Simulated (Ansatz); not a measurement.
# LiPtF3 (built on the sites of a database entry of KPdF3): from the cell to its phonons, part 2 of 2

The cell of LiPtF3 (built on the sites of a database entry of KPdF3) is at rest. What are its phonons? After the zone centre comes a 4×4×4 q mesh on a 8×8×8 k mesh.

Ansatz 0.2.0; DFT LDA, scalar-relativistic, plane waves, PAW.

So far. Step 2 (Linear response at the zone centre): Before it was imposed, the acoustic sum rule was missed by 1.6e-5 eV/Å². Small misses are needed for a sound result but don't prove that mesh and cutoff are converged. The lowest optical mode is imaginary, 219.8i cm⁻¹, so the energy falls along it.

The structure was built from a prototype and need not be the compound's stable phase.

## Step 3: The dispersion (continued)

Frequencies (cm⁻¹) solved at each irreducible wavevector; negative means imaginary. Frequencies by wavevector, by row:

```tsv
q in reciprocal lattice units	star	mode 1	mode 2	mode 3	mode 4	mode 13	mode 14	mode 15
0 0 0	1	-219.8	-219.8	-219.8	0	509.9	509.9	509.9
0 0 0.25	6	-215.8	-215.8	-161.2	-33	395.3	509.7	509.7
0 0 -0.5	3	-213.1	-213.1	-77.4	-77.4	232.4	509.3	509.3
0 0.25 0.25	12	-210.7	-204.3	-159.5	-61.1	350.6	424.3	509.5
0 0.25 -0.5	12	-206	-199.7	-153.9	-103.6	211.4	401.1	509.1
0 -0.5 -0.5	3	-196.7	-186.7	-186.7	-134.2	212.4	282.6	508.8
0.25 0.25 0.25	8	-210.8	-210.8	-160	-72.8	350.5	350.5	447.1
0.25 0.25 -0.5	12	-217.8	-194.7	-187.2	-117.2	202.8	343.8	437.4
0.25 -0.5 -0.5	6	-214.3	-208.8	-208.8	-134.4	199.6	234.8	418
-0.5 -0.5 -0.5	1	-225.4	-225.4	-225.4	-134.7	179.4	179.4	365.7
```

Interpolated from a 4×4×4 q mesh. Phonon branches along the path, in cm⁻¹:

```tsv
point	branch 1	branch 2	branch 3	branch 4	branch 12	branch 13	branch 14	branch 15
Γ	-220	-220	-220	0	139	510	510	510
halfway	-216	-216	-161	-33	158	395	510	510
X	-213	-213	-77	-77	202	232	509	509
halfway	-206	-200	-154	-104	206	211	401	509
M	-197	-187	-187	-134	212	212	283	509
halfway	-211	-204	-160	-61	164	351	424	510
Γ	-220	-220	-220	0	139	510	510	510
halfway	-211	-211	-160	-73	166	350	350	447
R	-225	-225	-225	-135	179	179	179	366
halfway	-218	-195	-187	-117	201	203	344	438
X	-213	-213	-77	-77	202	232	509	509
jump to R	-225	-225	-225	-135	179	179	179	366
halfway	-214	-209	-209	-134	200	200	235	418
M	-197	-187	-187	-134	212	212	283	509
```

Tetrahedra on a 16×16×16 mesh, mean over bins of 10 cm-1. Interpolated from a 4×4×4 q mesh. Phonon density of states against wavenumber; read off at these points:

```tsv
wavenumber (cm⁻¹)	phonon density of states (1/cm⁻¹/cell)
-225	0.00645
-215	0.0971
-205	0.0746
-185	0.0141
-165	0.0168
-145	0.00724
-125	0.0223
-105	0.0416
-85	0.0331
-65	0.0213
-45	0.0153
-25	0.0114
-5	0.00639
15	0.00716
35	0.0171
55	0.0185
75	0.0564
95	0.0396
115	0.0437
135	0.0285
155	0.0245
165	0.0355
175	0.0294
195	0.0317
215	0.0158
235	0.00928
255	0.00673
275	0.00627
295	0.00632
315	0.00586
335	0.00558
355	0.00544
375	0.00628
395	0.00726
415	0.00792
435	0.00863
455	0.0102
475	0.0123
495	0.0178
505	0.0409
515	0.00123
```

The partial phonon density of states has structure finer than the step of the table below, so its rows give means over 25 cm⁻¹, whole bins alone (the curve runs from -235 to 535 cm⁻¹). Peaks (cm⁻¹: height): F -210.5: 0.018, -103.9: 0.0371, 80.1: 0.0345, 162.4: 0.0181, 399.6: 0.00995, 467.4: 0.0175, 501.3: 0.0291; Li -210.5: 0.0738; Pt -31.3: 0.00551, 75.2: 0.0198, 196.3: 0.0190, 501.3: 0.003.

Phonopy on the run's constants, 13x13x13 mesh, Gaussian sigma 5.5 cm-1. Interpolated from a 4×4×4 q mesh. The partial phonon density of states by wavenumber; means over each step; values in 1/cm⁻¹/cell:

```tsv
wavenumber (cm⁻¹)	F	Li	Pt
-200	0.0116	0.0457	1.7e-4
-175	0.00330	0.0126	2.7e-4
-150	0.00275	0.00930	3.6e-4
-125	0.0197	0.00248	1.9e-4
-100	0.0338	0.00206	6.4e-4
-75	0.0233	0.00192	0.00173
-50	0.0126	6.4e-4	0.00345
-25	0.00754	4.0e-4	0.00467
0	0.00178	8.0e-5	0.00186
25	0.00863	2.3e-4	0.00426
50	0.0177	7.7e-4	0.00801
75	0.0307	0.00204	0.0182
100	0.0249	0.00314	0.0146
125	0.0211	0.00497	0.00991
150	0.0136	0.00373	0.00718
175	0.0157	0.00400	0.0114
200	0.00927	0.00207	0.0161
225	0.00699	3.3e-4	0.00480
250	0.00525	1.2e-5	0.00206
275	0.00554	9.2e-6	0.00129
300	0.00398	1.4e-7	7.4e-4
325	0.00582	3.2e-6	0.00104
350	0.00456	1.0e-5	6.0e-4
375	0.00487	2.3e-6	5.6e-4
400	0.00805	6.1e-6	8.4e-4
425	0.00686	5.5e-6	6.1e-4
450	0.00811	2.9e-6	8.3e-4
475	0.0113	6.8e-6	0.00110
500	0.0215	3.9e-6	0.00223
```

Symmetry leaves 10 wavevectors to solve. The lowest mode among them, the acoustic zeros apart, lies at q = (-0.5, -0.5, -0.5) and is imaginary, 225.4i cm⁻¹, so the energy falls along it.

## Step 4: Isotope substitution

An isotope changes the mass and not the force constants, so no new electronic calculation is needed; the shifts show which modes move this element.

The same force constants with the mass of Li changed from 6.940 to 6.015 u (phonopy, no LO-TO term). Both lists are sorted by frequency; levels can cross, so a row need not hold one and the same mode. Modes under 3 cm⁻¹ are left out. Isotope shifts, by row, the first 40 of 57 rows:

```tsv
q	rank	natural mass (cm⁻¹)	changed mass (cm⁻¹)
0 0 0	1	-219.8	-233.8
0 0 0	2	-219.8	-233.8
0 0 0	3	-219.8	-233.8
0 0 0	7	77.88	77.88
0 0 0	8	77.88	77.88
0 0 0	9	77.88	77.88
0 0 0	10	139.4	140.6
0 0 0	11	139.4	140.6
0 0 0	12	139.4	140.6
0 0 0	13	509.9	509.9
0 0 0	14	509.9	509.9
0 0 0	15	509.9	509.9
0 0 0.25	1	-215.8	-229.5
0 0 0.25	2	-215.8	-229.5
0 0 0.25	3	-161.2	-171
0 0 0.25	4	-32.96	-33.09
0 0 0.25	5	-32.96	-33.09
0 0 0.25	6	47.3	47.32
0 0 0.25	7	47.3	47.32
0 0 0.25	8	81.93	82.72
0 0 0.25	9	83.06	83.06
0 0 0.25	10	120.7	121.4
0 0 0.25	11	120.7	121.4
0 0 0.25	12	157.8	158.3
0 0 0.25	13	395.3	395.3
0 0 0.25	14	509.7	509.7
0 0 0.25	15	509.7	509.7
0 0 -0.5	1	-213.1	-226.2
0 0 -0.5	2	-213.1	-226.2
0 0 -0.5	3	-77.42	-78.32
0 0 -0.5	4	-77.42	-78.32
0 0 -0.5	5	-18.66	-18.66
0 0 -0.5	6	-18.66	-18.66
0 0 -0.5	7	18.55	19.92
0 0 -0.5	8	82.71	82.71
0 0 -0.5	9	90.08	90.08
0 0 -0.5	10	98.24	98.24
0 0 -0.5	11	98.24	98.24
0 0 -0.5	12	202.4	202.4
0 0 -0.5	13	232.4	232.5
```

A mode of this element alone would shift by +7.41 %. The highest zone-centre frequency without the field goes from 509.9 to 509.9 cm⁻¹ (+0.0 %).

## Step 5: Outcome

```
space group (within 0.01 Å)                             : Pm-3m
volume per atom                                         : 14.9 Å³
electronic character                                    : no gap on this mesh
highest optical mode at the zone centre (no LO-TO term) : 510 cm⁻¹
lowest optical zone-centre mode                         : -220 cm⁻¹
lowest mode on the q mesh (acoustic modes at Γ apart)   : -225 cm⁻¹
highest frequency on the path or at a solved wavevector : 510 cm⁻¹
imaginary modes on the 4×4×4 q mesh                     : yes
```

What this shows: Modes are clearly imaginary (beyond 10i cm⁻¹) at 10 of the 10 irreducible wavevectors, most at q = (-0.5, -0.5, -0.5) (225.4i cm⁻¹), so this structure is not a minimum of the energy. The optical modes at Γ span -220 to 510 cm⁻¹ (negative means imaginary). The highest mode in this list at Γ, 509.9 cm⁻¹, is mostly motion of F (90 % of the kinetic energy). With no gap, or one that is small against the smearing, the frequencies hang on the k mesh and the smearing, most of all near Kohn anomalies. Spin-orbit coupling is left out, which can matter for the heavy elements here. The starting cell was built on a prototype and not taken from a measurement, so the phase need not exist. These are harmonic frequencies at zero temperature: anharmonic shifts, linewidths and thermal expansion are left out.

[Logs are printed without paths, hosts, clocks, repeated set-up lines and the standing remarks that a program may print on its own settings, such as how far it seeks lower states.]

[Hosts, paths, dates, database ids (printed as entryN), source tags and the programs' standing remarks are cut or masked in the printed files.]
